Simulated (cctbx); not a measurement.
# Reading a Patterson map

Space group Fddd (no. 70, origin choice 1), a = 7.3360 Å, b = 10.2300 Å, c = 11.3170 Å, α = 90.00°, β = 90.00°, γ = 90.00°, content Nd8 Ga16 Ti16.

Simulated single-crystal data (cctbx): Mo Kα, λ = 0.71073 Å, to d = 0.77 Å, 50 % of the full sphere, strongest reflection 70000 counts, noise from counting, a 6 % proportional error and a noise floor of 15 counts (s.d.); no absorption.

Patterson synthesis, origin scaled to 1000:

```text
Patterson group F m m m
      u       v       w   height  length (A)
  0.000   0.000   0.000   1000.0     0.00
  0.000   0.173   0.500    677.9     5.93
  0.250   0.250   0.250    481.5     4.23
  0.250   0.076   0.250    326.1     3.46
  0.000   0.000   0.359    298.7     4.06
  0.000   0.179   0.143    132.9     2.44
  0.250   0.250   0.106    132.5     3.37
  0.243   0.068   0.101     53.8     2.23
  0.000   0.072   0.072     27.7     1.10
  0.000   0.246   0.428     26.2     5.46
  0.246   0.000   0.180     26.1     2.73
  0.128   0.061   0.000     25.9     1.13
  0.241   0.000   0.057     24.7     1.88
  0.000   0.242   0.193     23.6     3.30
```

Q: Assign the vectors.

A peak at u stands for all pairs with xi − xj = u, with weight Σ ZiZj against Σ Z² = 51920 at the origin. Peak heights follow these weights only roughly, since form factors, motion and series ripples differ, all vectors within 0.55 Å of a peak are counted as merged into it though the farther ones add only part of their weight, and F(000) is left out, which lowers the whole map:

| u | v | w | shortest length (Å) | height | 1000 ΣZiZj/ΣZ² | pairs in the cell |
| --- | --- | --- | --- | --- | --- | --- |
| 0.000 | 0.173 | 0.500 | 3.35 | 678 | 721 | 16 × Nd–Ga, 8 × Ga–Ga |
| 0.250 | 0.250 | 0.250 | 4.23 | 482 | 500 | 4 × Nd–Nd, 8 × Ga–Ga, 8 × Ti–Ti |
| 0.250 | 0.076 | 0.250 | 3.46 | 326 | 361 | 8 × Nd–Ga, 4 × Ga–Ga |
| 0.000 | 0.000 | 0.359 | 4.00 | 299 | 407 | 16 × Nd–Ti |
| 0.000 | 0.179 | 0.143 | 2.44 | 133 | 210 | 16 × Ga–Ti |
| 0.250 | 0.250 | 0.106 | 3.37 | 132 | 203 | 8 × Nd–Ti |
| 0.243 | 0.068 | 0.101 | 2.23 | 54 | 105 | 8 × Ga–Ti |

The table stops at ten peaks or at a height of 45, below which ripples compete. In the model behind the data Nd, the heaviest element, has 1 independent site: (3/4, 3/4, 1/4), up to an allowed shift of origin; the Nd–Nd vectors are differences of these positions and their symmetry mates. The whole model:

```
atom  mult.    x       y       z  Ueq (Å²)
 Nd1      8  3/4     3/4     1/4    0.0071
 Ga1     16  3/4  0.4278     1/4    0.0102
 Ti1     16  3/4     1/4  0.3879    0.0213
```

The model is made up (kin elements in a known structure type, no relaxation), so it says nothing on whether the phase exists.

[Logs are printed without paths, hosts, clocks, repeated set-up lines and the standing remarks that a program may print on its own settings, such as how far it seeks lower states.]
